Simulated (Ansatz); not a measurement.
# La2CoAs2F2: relaxing a made-up structure

This structure for La2CoAs2F2 is made up. Its elements were placed in a known structure type with a cell scaled to their sizes. What cell does the guess relax to, and how far off was it?

Method: DFT, PBEsol, plane-wave PAW, files of the set soft_1, scalar-relativistic, ferromagnetic start, cell and ions relaxed at zero pressure; PAW set soft_1, in Ansatz 0.2.0.

### Step 1. The starting structure

The structure is tetragonal, space group I4/mmm (No. 139). The conventional cell has a = 4.265 Å, b = 4.265 Å, c = 13.833 Å, α = 90.00°, β = 90.00°, γ = 90.00°. Nearest to La lie 4 As at 2.74 Å and 4 F at 2.75 Å. Nearest to As lie 2 Co at 2.13 Å and 4 La at 2.74 Å. Nearest to Co lie 4 As at 2.13 Å. Nearest to F lie 4 La at 2.75 Å. Farther neighbours and most contacts between anions are not listed.

### Step 2. Relaxation of the guess

The guessed cell has no reason to be at equilibrium. It is relaxed with the atoms, within the space group of the guess.

input.yaml

```yaml
crystal:
  lattice:
    - [-2.1325, 2.1325, 6.9165]
    - [2.1325, -2.1325, 6.9165]
    - [2.1325, 2.1325, -6.9165]
  atoms:
    - { symbol: La, position: [0.6243, 0.6243, 0.0] }
    - { symbol: La, position: [0.3757, 0.3757, 0.0] }
    - { symbol: As, position: [0.0, 0.5, 0.5] }
    - { symbol: As, position: [0.5, 0.0, 0.5] }
    - { symbol: Co, position: [0.0, 0.0, 0.0], spin: 2.0 }
    - { symbol: F, position: [0.25, 0.75, 0.5] }
    - { symbol: F, position: [0.75, 0.25, 0.5] }
magnetization:
  spin_polarized: true
kpoints:
  mp_grid: { grid: [9, 9, 9] }
scf:
  occupations: { method: fermi_dirac, width: 0.05 }
hamiltonian:
  xc: pbesol
  pseudopotentials: { kind: paw, azcp: { folder: soft_1 }, xc_functional: pbe }
relax:
  f_tol: 0.015
  max_steps: 70
  cell: {}
output:
  forces: true
  stress: true
```

Command:

```sh
> ansatz run input.yaml --threads 4 --pin off --max-ram 10240MiB --backend cpu --events-out ev --progress --plain --runs-dir out
```

Numbers of over 12 decimals in the logs are rounded to 6 here.

Output:

```text
basis.fft_grid_basis auto: the FFT boxes are laid along the combinations [[1, 0, 1], [0, 1, 1], [0, 0, 1]] of the cell's own vectors, 4.265, 4.265 and 7.545 Å long. The dense box has 30×30×54 points. Along the cell's own vectors, as sized, it would have 54×54×54, 3.24 times as many. Of the 16 symmetry operations that the crystal satisfies within crystal.symmetry.tolerance (time reversal apart; of a slab, those that k [...]
Engine: ansatz 0.2.0, aarch64-unknown-linux-gnu
Pseudopotentials: kind: paw
Pseudopotential: La, paw, valence charge 11, recommended cutoff 420 eV (normal), soft_1/La.paw.azcp
Pseudopotential: As, paw, valence charge 15, recommended cutoff 420 eV (normal), soft_1/As.paw.azcp
Pseudopotential: Co, paw, valence charge 17, recommended cutoff 420 eV (normal), soft_1/Co.paw.azcp
Pseudopotential: F, paw, valence charge 7, recommended cutoff 420 eV (normal), soft_1/F.paw.azcp
Functional definition: PBEsol
  exchange = pbesol_x
  correlation = pbesol_c
Crystal: 7 atoms, lattice volume = 125.813 Å³
Basis set: ecut = 420 eV, 2447 PW (Γ), FFT grids on a1+a3, a2+a3, a3, exchange–correlation on 60×60×108 points (8 copies of the dense FFT grid, shifted against one another)
Bands: 51, of which v1, the nominal top of the filled ones, is band 42 counted from 1 (41 counted from 0)
Symmetry: 16 space group operations
Space group: I4/mmm (ITA 139), of the structure as read, at distance tolerance 5.0e-5 Å
Magnetic group: BNS 139.531 (UNI 1191), of the structure as read, at distance tolerance 5.0e-5 Å
k-points: 75 of 729
Non-local potential: La, projectors of the file, l = 0: 3, l = 1: 2, l = 2: 2, l = 3: 3
Non-local potential: As, projectors of the file, l = 0: 2, l = 1: 2, l = 2: 3, l = 3: 1
Non-local potential: Co, projectors of the file, l = 0: 3, l = 1: 2, l = 2: 3, l = 3: 1
Non-local potential: F, projectors of the file, l = 0: 2, l = 1: 2, l = 2: 1
PAW form: soft (Blöchl's): semilocal exchange-correlation on the pseudo side does not see the compensation charge
PAW frozen core: La, regenerated for the run's functional, and the local potential with it (the file was generated under x = pbe(κ = 0.804, μ = 0.219515), c = pbe(β = 0.066725))
PAW frozen core: As, regenerated for the run's functional, and the local potential with it (the file was generated under x = pbe(κ = 0.804, μ = 0.219515), c = pbe(β = 0.066725))
PAW frozen core: Co, regenerated for the run's functional, and the local potential with it (the file was generated under x = pbe(κ = 0.804, μ = 0.219515), c = pbe(β = 0.066725))
PAW frozen core: F, regenerated for the run's functional, and the local potential with it (the file was generated under x = pbe(κ = 0.804, μ = 0.219515), c = pbe(β = 0.066725))
PAW one-centre angular grid: La, 590 points (default); XC on 64 Gauss nodes
PAW one-centre angular grid: As, 590 points (default); XC on 64 Gauss nodes
PAW one-centre angular grid: Co, 590 points (default); XC on 64 Gauss nodes
PAW one-centre angular grid: F, 110 points (default); XC on 64 Gauss nodes
Initial density: superposition of atomic densities (chi_scale 0.1, normalization cell, long waves kept (reshape's long-wave potential 0.92 eV rms))
Starting moments: Σ|m| = 2 μB on 1 of 7 sites
Initial wavefunctions: pseudopotential atomic-orbital guess
Functional: x = pbesol(κ = 0.804, μ = 0.123457), c = pbesol(β = 0.046)
SCF iter   1: F=—  HF=-28735.572215 eV  |F-HF|=—  |Δ(HF+E_count)|=         —  Δρ=3.39e-1 (↑3.24e-1 ↓3.39e-1)  dr2=1.16e3  dr2_m=1.48e0  M=1.358 μB ∫|m|=1.400 μB  β_m=0.30  ethr=3.10e-3  ⟨swp⟩=8.7  Hψ=35082  notcnv=0
Mixer restart at iter 1: flushing history
preconditioner: auto → Kerker (q_TF=auto, 2.546 Å⁻¹)  [metal: Δε(μ)=0.001 eV  Ē_g=9.422 eV  σ=0.050 eV  W_gap=0.00  n_scr=32 (ndim 8)  ℏωp=23.6 eV  f_vac=0.001  D(μ)=17.04/eV (n_scr^D=246)]
spin=Collinear: Kerker preconditioning applied to the charge; magnetization (m = ρ↑ − ρ↓) channel mixes plain (no charge-response kernel on spin).
SCF iter   2: F=—  HF=-28661.537846 eV  |F-HF|=—  |Δ(HF+E_count)|=    7.40e1  Δρ=9.25e-2 (↑9.25e-2 ↓8.78e-2)  dr2=4.15e1  dr2_m=3.20e-1  M=1.327 μB ∫|m|=1.478 μB  β_m=0.28  ethr=3.10e-3  ⟨swp⟩=14.3  Hψ=64843  notcnv=0  defer=92
SCF iter   3: F=—  HF=-28656.036832 eV  |F-HF|=—  |Δ(HF+E_count)|=    5.50e0  Δρ=5.37e-2 (↑4.86e-2 ↓5.37e-2)  dr2=2.91e1  dr2_m=3.60e-1  M=1.227 μB ∫|m|=1.393 μB  β_m=0.64  ethr=3.10e-3  ⟨swp⟩=5.0  Hψ=16251  notcnv=0  defer=363
SCF iter   4: F=—  HF=-28654.368540 eV  |F-HF|=—  |Δ(HF+E_count)|=    1.67e0  Δρ=8.81e-2 (↑8.81e-2 ↓6.90e-2)  dr2=4.43e1  dr2_m=2.89e-1  M=0.822 μB ∫|m|=1.164 μB  β_m=0.50  ethr=3.10e-3  ⟨swp⟩=14.6  Hψ=45729  notcnv=0  defer=695
SCF iter   5: F=—  HF=-28651.267797 eV  |F-HF|=—  |Δ(HF+E_count)|=    3.10e0  Δρ=3.79e-2 (↑3.24e-2 ↓3.79e-2)  dr2=1.37e1  dr2_m=1.47e-1  M=0.571 μB ∫|m|=0.843 μB  β_m=0.47  ethr=3.10e-3  ⟨swp⟩=8.5  Hψ=26620  notcnv=0  defer=483
SCF iter   6: F=—  HF=-28649.880123 eV  |F-HF|=—  |Δ(HF+E_count)|=    1.39e0  Δρ=2.99e-2 (↑2.99e-2 ↓2.23e-2)  dr2=7.27e0  dr2_m=7.42e-2  M=0.442 μB ∫|m|=0.709 μB  β_m=0.74  ethr=3.10e-3  ⟨swp⟩=6.3  Hψ=15368  notcnv=0  defer=443
SCF iter   7: F=—  HF=-28648.874130 eV  |F-HF|=—  |Δ(HF+E_count)|=         —  Δρ=2.01e-2 (↑1.76e-2 ↓2.01e-2)  dr2=2.76e0  dr2_m=2.28e-2  M=0.195 μB ∫|m|=0.317 μB  β_m=0.74  ethr=3.10e-3  ⟨swp⟩=9.6  Hψ=22087  notcnv=0  defer=608
Mixer restart at iter 7: flushing history
SCF iter   8: F=—  HF=-28648.555380 eV  |F-HF|=—  |Δ(HF+E_count)|=   3.19e-1  Δρ=1.54e-2 (↑1.54e-2 ↓1.52e-2)  dr2=9.80e-1  dr2_m=1.22e-2  M=0.147 μB ∫|m|=0.233 μB  β_m=0.64  ethr=3.10e-3  ⟨swp⟩=5.8  Hψ=16412  notcnv=0  defer=476
SCF iter   9: F=—  HF=-28648.391424 eV  |F-HF|=—  |Δ(HF+E_count)|=   1.64e-1  Δρ=4.98e-3 (↑4.49e-3 ↓4.98e-3)  dr2=5.51e-1  dr2_m=8.86e-3  M=0.127 μB ∫|m|=0.200 μB  β_m=0.82  ethr=1.18e-3  ⟨swp⟩=5.1  Hψ=15139  notcnv=0  defer=429
SCF iter  10: F=—  HF=-28648.266403 eV  |F-HF|=—  |Δ(HF+E_count)|=   1.25e-1  Δρ=3.07e-3 (↑1.93e-3 ↓3.07e-3)  dr2=1.57e-1  dr2_m=9.33e-4  M=0.059 μB ∫|m|=0.089 μB  β_m=0.83  ethr=6.64e-4  ⟨swp⟩=6.1  Hψ=14143  notcnv=0  defer=593
SCF iter  11: F=—  HF=-28648.232285 eV  |F-HF|=—  |Δ(HF+E_count)|=   3.41e-2  Δρ=7.46e-3 (↑7.46e-3 ↓7.04e-3)  dr2=1.83e-1  dr2_m=6.16e-5  M=0.010 μB ∫|m|=0.015 μB  β_m=0.55  ethr=1.89e-4  ⟨swp⟩=6.1  Hψ=18287  notcnv=0  defer=689
SCF iter  12: F=—  HF=-28648.222651 eV  |F-HF|=—  |Δ(HF+E_count)|=   9.63e-3  Δρ=1.68e-3 (↑1.68e-3 ↓1.68e-3)  dr2=1.07e-2  dr2_m=1.38e-5  M=-0.005 μB ∫|m|=0.010 μB  β_m=0.78  ethr=1.89e-4  ⟨swp⟩=5.4  Hψ=13063  notcnv=0  defer=543
[...]
relax step   5: F+E_penalty+E_count = -28650.59279101 eV  Δ(F+E_penalty+E_count) = -2.086e-3 eV  max|allowed force component| = 1.897e-3 eV/Å  Δτ_max = 0.0067 Å  P = +0.100 GPa  Ω = 136.074 Å³  energy of the carried Pulay correction = -9.556e-3 eV  (11 SCF iters, dr2 threshold 7.00e-7 eV, accepted)
[...]
relax step   6: F+E_penalty+E_count = -28650.59273815 eV  Δ(F+E_penalty+E_count) = +5.286e-5 eV  max|allowed force component| = 3.773e-3 eV/Å  Δτ_max = 0.0001 Å  P = +0.017 GPa  Ω = 136.184 Å³  energy of the carried Pulay correction = -9.654e-3 eV  (11 SCF iters, dr2 threshold 3.52e-8 eV, accepted)
[...]
relax step   7: F+E_penalty+E_count = -28650.61031432 eV  Δ(F+E_penalty+E_count) = -1.758e-2 eV  max|allowed force component| = 4.508e-3 eV/Å  Δτ_max = 0.0000 Å  P = +0.240 GPa  Ω = 136.184 Å³  stress off target by 3.01e-1 GPa  SCF on the basis re-selected at this cell (its energy is not comparable with the rows above)  (14 SCF iters)
[...]
relax step   8: F+E_penalty+E_count = -28650.61036381 eV  Δ(F+E_penalty+E_count) = -4.949e-5 eV  max|allowed force component| = 2.600e-4 eV/Å  Δτ_max = 0.0004 Å  P = +0.015 GPa  Ω = 136.501 Å³  energy of the carried Pulay correction = -2.688e-4 eV  (11 SCF iters, dr2 threshold 2.27e-7 eV, accepted)
iter 1 solved again at ethr=3.28e-7 eV; its pass at ethr=3.10e-3 eV (dr2=2.73e-4 eV) is discarded
SCF iter   1: F=—  HF=-28650.610636 eV  |F-HF|=—  |Δ(HF+E_count)|=         —  Δρ=1.07e-5 (↑9.86e-6 ↓1.07e-5)  dr2=5.79e-8  dr2_m=9.93e-10  M=-0.740 μB ∫|m|=0.984 μB  β_m=0.65  ethr=3.28e-7  ⟨swp⟩=5.1  Hψ=51613  notcnv=0
eigensolver tolerance schedule: the retry pair's looser diagonalisation over-reported the residual by 4704.80 of it (diagonalisation noise at 0.99 of the residual, at the tolerance the schedule requests for it); recorded, not acted on — ethr = c·dr2/N_el stays at c = 1.0e-1
preconditioner: auto → Kerker (q_TF=auto, 2.216 Å⁻¹)  [metal: Δε(μ)=0.010 eV  Ē_g=9.399 eV  σ=0.050 eV  W_gap=0.05  n_scr=32 (ndim 8)  ℏωp=21.8 eV  f_vac=0.041  D(μ)=3.55/eV (n_scr^D=24)]
spin=Collinear: Kerker preconditioning applied to the charge; magnetization (m = ρ↑ − ρ↓) channel mixes plain (no charge-response kernel on spin).
SCF iter   2: F=—  HF=-28650.610638 eV  |F-HF|=—  |Δ(HF+E_count)|=   1.80e-6  Δρ=5.44e-6 (↑3.76e-6 ↓5.44e-6)  dr2=2.69e-8  dr2_m=5.93e-9  M=-0.740 μB ∫|m|=0.984 μB  β_m=0.46  ethr=6.98e-11  ⟨swp⟩=3.8  Hψ=21093  notcnv=0
SCF iter   3: F=—  HF=-28650.610638 eV  |F-HF|=—  |Δ(HF+E_count)|=   6.32e-8  Δρ=2.86e-6 (↑2.86e-6 ↓2.79e-6)  dr2=5.30e-9  dr2_m=7.30e-10  M=-0.740 μB ∫|m|=0.984 μB  β_m=0.55  ethr=3.24e-11  ⟨swp⟩=2.0  Hψ=13832  notcnv=0
SCF iter   4: F=—  HF=-28650.610638 eV  |F-HF|=—  |Δ(HF+E_count)|=   7.41e-8  Δρ=1.65e-6 (↑8.16e-7 ↓1.65e-6)  dr2=3.31e-9  dr2_m=3.74e-10  M=-0.740 μB ∫|m|=0.984 μB  β_m=0.45  ethr=6.38e-12  ⟨swp⟩=2.2  Hψ=13870  notcnv=0
SCF iter   5: F=—  HF=-28650.610638 eV  |F-HF|=—  |Δ(HF+E_count)|=   4.83e-9  Δρ=4.31e-7 (↑3.38e-7 ↓4.31e-7)  dr2=6.07e-10  dr2_m=5.42e-12  M=-0.740 μB ∫|m|=0.984 μB  β_m=0.64  ethr=3.99e-12  ⟨swp⟩=2.0  Hψ=13806  notcnv=0
SCF iter   6: F=—  HF=-28650.610638 eV  |F-HF|=—  |Δ(HF+E_count)|=   1.05e-9  Δρ=4.14e-7 (↑4.14e-7 ↓1.68e-7)  dr2=4.05e-10  dr2_m=2.54e-11  M=-0.740 μB ∫|m|=0.984 μB  β_m=0.82  ethr=1.00e-12  ⟨swp⟩=2.0  Hψ=8961  notcnv=0
SCF iter   7: F=—  HF=-28650.610638 eV  |F-HF|=—  |Δ(HF+E_count)|=   1.04e-9  Δρ=3.57e-7 (↑3.57e-7 ↓2.35e-7)  dr2=7.15e-11  dr2_m=9.77e-11  M=-0.740 μB ∫|m|=0.984 μB  β_m=0.91  ethr=1.00e-12  ⟨swp⟩=2.5  Hψ=10319  notcnv=0
SCF iter   8: F=—  HF=-28650.610638 eV  |F-HF|=—  |Δ(HF+E_count)|=  2.00e-10  Δρ=1.92e-7 (↑1.41e-7 ↓1.92e-7)  dr2=2.87e-11  dr2_m=2.54e-11  M=-0.740 μB ∫|m|=0.984 μB  β_m=0.90  ethr=1.00e-12  ⟨swp⟩=2.0  Hψ=8957  notcnv=0
SCF iter   9: F=—  HF=-28650.610638 eV  |F-HF|=—  |Δ(HF+E_count)|=  3.64e-12  Δρ=8.39e-8 (↑8.39e-8 ↓6.90e-8)  dr2=8.79e-12  dr2_m=4.44e-12  M=-0.740 μB ∫|m|=0.984 μB  β_m=0.84  ethr=1.00e-12  ⟨swp⟩=1.0  Hψ=7650  notcnv=0
SCF iter  10: F=-28650.610638 eV  HF=-28650.610638 eV  |F-HF|=2.91e-11  |Δ(HF+E_count)|=  1.46e-11  Δρ=8.24e-8 (↑8.24e-8 ↓2.20e-8)  dr2=1.19e-11  dr2_m=1.28e-12  M=-0.740 μB ∫|m|=0.984 μB  ethr=1.00e-12  ⟨swp⟩=3.3  Hψ=28326  notcnv=0
SCF 9 converged in 10 iterations: F = -28650.610638 eV  dr2 = 1.19e-11
relax step   9: F+E_penalty+E_count = -28650.61063831 eV  Δ(F+E_penalty+E_count) = -2.745e-4 eV  max|allowed force component| = 2.219e-4 eV/Å  Δτ_max = 0.0000 Å  P = +0.016 GPa  Ω = 136.501 Å³  stress off target by 1.59e-2 GPa  SCF on the basis re-selected at this cell (its energy is not comparable with the rows above)  (10 SCF iters)
basis re-selected at this cell: Δ(F+E_penalty+E_count) = -2.745e-4 eV, ΔP = +0.001 GPa vs the last step (what re-selecting the basis moved, of the pressure what is left beyond the Pulay correction that the steps carried, after the strain that the cell walked since its last selection, with what the two solves' SCF thresholds leave and, on support functions, any second-order correction that the steps lacked; it is no m [...]
SCF converged after 10 iterations
Magnetization: -0.7400 μB (41.1300 up, 41.8700 down)
Absolute magnetization: 0.9870 μB (∫|ρ↑−ρ↓|, with the PAW one-centre terms)
Spin contamination: 0.0416 ħ² per cell (⟨S²⟩ above its minimum at these occupations)
Per-site moments (μB) at R_I (Å): [(-0.010596, 1.086929), (-0.010596, 1.086929), (-0.017809, 0.918406), (-0.017809, 0.918406), (-0.668596, 0.918406), (0.000198221, 1.086929), (0.000198221, 1.086929)]
Free energy (F): -28650.610638 eV
Harris-Foulkes:  -28650.610638 eV  (|F-HF|=2.91e-11)
Internal energy: -28650.581138 eV  (E = F + TS)
E sigma→0 (E₀):  -28650.595888 eV
Entropy (-TS):   -0.029500 eV (-4.214 meV/atom)
Fermi energy:    11.685867 eV
--- Per-component energies (eV) ---
  E_band       = -885.415857
  E_kinetic    = 1260.155186
  E_local      = -11205.493291  (includes V_loc(G=0)·N_el)
  E_nonlocal   = 16.472705
  E_hartree    = 5444.393493
  E_xc         = -669.033699
  E_vxc        = -753.715178  (∫ρ·V_xc dr)
  E_paw        = -16545.308064  (= ΣΔE_a)
  E_vpaw       = -1091.623929  (= ΣTr[D̂ρ^β])
  E_aug_tail   = 0.001342  (compensation charges beyond the density's cutoff)
  E_ewald      = -6954.313047
  E_core_change = 2.544238  (= ΣΔE_core)
  E_smearing   = -0.029500  (= −TS)
  E_closure    = 0.000000  (closes the sum)
  Σ components = -28650.610638   (vs F -28650.610638, Δ=0.00e0)
--- Forces (eV/Å), atoms counted from 1 ---
  atom   1  La     0.00000000    -0.00000000     0.00022188
  atom   2  La    -0.00000000    -0.00000000    -0.00022188
  atom   3  As    -0.00000000     0.00000000     0.00000000
  atom   4  As    -0.00000000     0.00000000     0.00000000
  atom   5  Co    -0.00000000     0.00000000     0.00000000
  atom   6  F      0.00000000     0.00000000     0.00000000
  atom   7  F      0.00000000     0.00000000     0.00000000
  max |Σ_I F_I| component: 1.95e-18 eV/Å
--- Stress (GPa, compression-positive) ---
        0.015901      -0.000000       0.000000
       -0.000000       0.015901      -0.000000
        0.000000      -0.000000       0.015643
  P = ⅓ Tr σ = 0.0158 GPa (0.158 kbar)
--- Relaxed structure (7 steps of the walk, 7 accepted, 2 SCFs on fresh bases) ---
  F+E_penalty+E_count = -28650.61063831 eV   max|allowed force component| = 2.219e-4 eV/Å   (the final SCF, on the basis selected at the relaxed cell)
  cell:  # Å, volume = 136.5011 Å³
    - [-2.226439, 2.226439, 6.884219]
    - [2.226439, -2.226439, 6.884219]
    - [2.226439, 2.226439, -6.884219]
  atoms:
    - { symbol: La, position: [0.647644, 0.647644, 0] }
    - { symbol: La, position: [0.352356, 0.352356, 0] }
    - { symbol: As, position: [-3.0525412034767854e-19, 0.5, 0.5] }
    - { symbol: As, position: [0.5, -3.052541203476795e-19, 0.5] }
    - { symbol: Co, position: [-3.052541203476786e-19, -3.0525412034767975e-19, 0] }
    - { symbol: F, position: [0.250000, 0.75, 0.5] }
    - { symbol: F, position: [0.75, 0.250000, 0.5] }
```

Run time: 4.3 min. Hardware: 4 threads of Arm Neoverse V2, shared host; peak memory 1.1 GiB; 17 min of CPU time.

The steps of the relaxation:

```csv
step,energy less that of the first step (eV),largest force component (eV/Å),pressure (GPa),volume (Å³)
1,0.0000,6.5613,18.44,125.81
2,-2.0130,1.9329,6.39,131.43
3,-2.3183,0.4507,2.42,134.12
4,-2.3654,0.0657,0.63,135.55
5,-2.3675,0.0019,0.10,136.07
6,-2.3674,0.0038,0.02,136.18
7*,-2.3850,0.0045,0.24,136.18
8,-2.3851,0.0003,0.01,136.50
9*,-2.3853,0.0002,0.02,136.50
```

Relaxation steps marked * repeat the geometry before them on a plane-wave basis chosen anew for their cell, so energy and pressure can jump there.

The run keeps the 16 symmetry operations that it works with, so distortions that break them were not tested.

| conventional cell, symmetrised | before | after | change |
| --- | --- | --- | --- |
| a (Å) | 4.265 | 4.453 | +4.4 % |
| b (Å) | 4.265 | 4.453 | +4.4 % |
| c (Å) | 13.833 | 13.768 | -0.5 % |
| volume (Å³/atom) | 17.97 | 19.50 | +8.5 % |

The atoms that moved most (Å, as changes of fractional coordinates times the final cell):

```csv
atom,dx,dy,dz,length
La1,0.000,0.000,0.321,0.321
La2,0.000,0.000,-0.321,0.321
```

The relaxed structure:

```xyz
7
Lattice="-2.2264 2.2264 6.8842 2.2264 -2.2264 6.8842 2.2264 2.2264 -6.8842" Properties=species:S:1:pos:R:3 pbc="T T T"
La    0.0000    0.0000    8.9170
La    0.0000    0.0000    4.8514
As    2.2264    0.0000    0.0000
As    0.0000    2.2264    0.0000
Co    0.0000    0.0000    0.0000
F     2.2264    0.0000    3.4421
F     0.0000    2.2264    3.4421
```

Numbers from this step:

```yaml
free_energy: -28650.6106 eV
energy_at_zero_smearing: -28650.5959 eV
smearing_term_ts: 0.02950 eV
fermi_energy: 11.69 eV
magnetization: -0.7400 μB
absolute_magnetization: 0.9870 μB
site_moments: -0.01060, -0.01060, -0.01781, -0.01781, -0.6686, 1.98e-4, 1.98e-4 μB
electrons: 83
symmetry_operations: 16
pressure: 0.01581 GPa
```

Site moment by atom:

| atom | site moment (μB) |
| --- | --- |
| La1 | -0.011 |
| La2 | -0.011 |
| As3 | -0.018 |
| As4 | -0.018 |
| Co5 | -0.669 |
| F6 | 0.000 |
| F7 | 0.000 |

The shortest distance of each pair, which need not be the same contact before and after:

| pair | guess (Å) | relaxed (Å) |
| --- | --- | --- |
| As–Co | 2.132 | 2.226 |
| F–La | 2.752 | 2.635 |
| As–La | 2.739 | 3.015 |
| F–F | 3.016 | 3.149 |
| As–As | 3.016 | 3.149 |

The relaxation ends with a largest force component of 2.2e-4 eV/Å and a pressure of 0.02 GPa.

### Step 3. Summary of results

| Item | Value |
| --- | --- |
| space group, relaxed | I4/mmm |
| conventional cell | a = 4.453, b = 4.453, c = 13.768 Å; α = 90.0°, β = 90.0°, γ = 90.0° |
| volume per atom | 19.50 Å³ (guess 17.97) |
| total moment | 0.74 μB in the cell of 7 atoms |

La2CoAs2F2 relaxes to I4/mmm with a = 4.453, b = 4.453 and c = 13.768 Å. The guessed volume was 8 % too small. The space group I4/mmm was held in the relaxation, so the end point is a stationary structure within it and may be a saddle against distortions or other arrangements. The input starts from parallel moments, and no other start was typed. Mesh and cutoff weren't tested. Spin-orbit coupling is left out, which can matter for elements this heavy. No dispersion term is used, so weakly bound directions may come out too long. Nothing here tests whether the compound is stable against decomposition.

[Logs are printed without paths, hosts, clocks, repeated set-up lines and the standing remarks that a program may print on its own settings, such as how far it seeks lower states.]

[Hosts, paths, dates, database ids (printed as entryN), source tags and the programs' standing remarks are cut or masked in the printed files.]
